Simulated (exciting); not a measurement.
Consider LuTlS2, space group R-3m.

```
Tl Lu S
1.0
     1.95997    1.13159    7.50158
    -1.95997    1.13159    7.50158
     0.00000   -2.26317    7.50158
Tl Lu S
1 1 2
Direct
  0.50000 0.50000 0.50000
  0.00000 0.00000 0.00000
  0.26887 0.26887 0.26887
  0.73113 0.73113 0.73113
```

Absorber: atom 2, with 6 S at 2.69 Å (octahedral, site symmetry -3m). Method: exciting, all-electron LAPW+lo, LDA, exchange and screened direct term (singlet BSE), 3×3×3 shifted k points, 39 conduction bands, |G+q| up to 3 bohr⁻¹ (2 in the exchange term), full RPA screening with nempty = 69, Lorentzian half width 2.34 eV.

What does the Lu L₃ spectrum look like, and is there a bound core exciton?

Bound core exciton? Yes on this mesh: the first bright state (over 5 % of the brightest) lies at -0.62 eV from the Kohn–Sham onset. Maxima (height): 0.7 eV (1.00).

Energy from the Kohn–Sham onset, core level to the lowest empty state found on the meshes used; Im ε in relative units:

```tsv
E (eV)	Im ε
-11.5	0.05
-11.0	0.06
-10.5	0.06
-10.0	0.07
-9.5	0.07
-9.0	0.08
-8.5	0.09
-8.0	0.10
-7.5	0.11
-7.0	0.12
-6.5	0.13
-6.0	0.15
-5.5	0.18
-5.0	0.20
-4.5	0.24
-4.0	0.28
-3.5	0.34
-3.0	0.40
-2.5	0.49
-2.0	0.60
-1.5	0.71
-1.0	0.83
-0.5	0.92
0.0	0.98
0.5	1.00
1.0	1.00
1.5	0.97
2.0	0.94
2.5	0.88
3.0	0.83
3.5	0.76
4.0	0.69
4.5	0.63
5.0	0.57
5.5	0.52
6.0	0.48
6.5	0.46
7.0	0.44
7.5	0.43
8.0	0.42
8.5	0.40
9.0	0.39
9.5	0.38
10.0	0.36
10.5	0.35
11.0	0.34
11.5	0.34
12.0	0.33
12.5	0.33
13.0	0.32
13.5	0.31
14.0	0.30
14.5	0.29
15.0	0.28
15.5	0.27
16.0	0.25
16.5	0.25
17.0	0.24
17.5	0.23
18.0	0.22
18.5	0.21
19.0	0.20
19.5	0.19
```

With 27 k points the binding energies are rough, and fine structure above the first lines is partly noise of the mesh. The kernel cutoff is low for a compact core orbital, so the effect of exchange is a lower bound. The zero comes from the shifted mesh, which comes near the band minimum without meeting it. The conduction states carry no spin here, so the exchange coupling to the spinor core hole is only partly held. This core level is treated alone, with no coupling to its spin–orbit partner. The structure is a Materials Project entry, computed there, and may be a hypothetical form.

[Banner, clock and machine lines of the logs are left out without a mark of their own.]

[Logs are printed without paths, hosts, clocks, repeated set-up lines and the standing remarks that a program may print on its own settings, such as how far it seeks lower states.]

[Hosts, paths, dates, database ids (printed as entryN), source tags and the programs' standing remarks are cut or masked in the printed files.]
